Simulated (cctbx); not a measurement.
**Symmetry from intensities**

Cell: a = 4.6940 Å, b = 4.6940 Å, c = 14.3880 Å, α = 90.00°, β = 90.00°, γ = 120.00°. Expected content of the cell: Ti6 O18 C6.

The data are simulated with cctbx, not measured: Mo Kα, λ = 0.71073 Å, to d = 0.7 Å, 50 % of the full sphere, strongest reflection 5000 counts, noise from counting, a 6 % proportional error and a noise floor of 8 counts (s.d.); no absorption, some extinction.

A first pass over the reflections prints:

```text
1749 reflections to d = 0.703 A
centring   violations  <I/sigma> of those
    A        228 of   888      3.0
    B        221 of   867      2.9
    C        229 of   859      3.0
    I        226 of   881      2.9
    R          0 of  1156     -0.0
    F        339 of  1307      3.0
Laue class    unique    Rint  (classes that these axes allow; Friedel mates merged)
R -3 :H           189   0.044
R -3 m :H         127   0.048
space group    extra absences  I>4sigma  <I/sigma>
R 3 2 :H                0          0         -  acentric
R 3 m :H                0          0         -  acentric
R 3 c :H               83          0      -0.1  acentric
R -3 m :H               0          0         -  centric
R -3 c :H              83          0      -0.1  centric
Wilson B = 0.46 A^2   <|E^2-1|> = 0.744 (0.968 centric, 0.736 acentric)   E^2>4: 0.0 %
shell (A)         n   <I/sigma>
 4.80 - 1.40     19     16.8
 1.40 - 1.11     18     17.0
 1.11 - 0.97     15     15.0
 0.97 - 0.88     18     19.6
 0.88 - 0.82     13     18.2
 0.82 - 0.77     14     12.0
 0.77 - 0.73     15     12.8
 0.73 - 0.70     15     19.2
```

**Question.** What are the lattice type, the Laue class and the likely space group?

The reflections that R centring forbids are absent (⟨I/σ⟩ near 0), so the lattice is R.

Rint stays low (0.044 to 0.048) up to R -3 m :H, the highest class in these axes.

5 settings pass the absence test. The most absences obeyed, 83, belong to R 3 c and R -3 c, which absences can't tell apart.

⟨|E²−1|⟩ = 0.744 leans to a non-centrosymmetric structure. Here that hint misleads: the statistic assumes many like atoms on general positions, and few, heavy or special-position atoms break it. The Wilson B of 0.46 Å² means U ≈ 0.0058 Å².

The true group is R-3c (no. 167), Laue class -3m, centrosymmetric. The tables only narrow the choice to the tied entries; cell content, site symmetry and trial solutions must settle it.

The model was made for the exercise: a known structure type with other elements put in, its volume estimated, not relaxed; displacement parameters are assumed.

[Logs are printed without paths, hosts, clocks, repeated set-up lines and the standing remarks that a program may print on its own settings, such as how far it seeks lower states.]
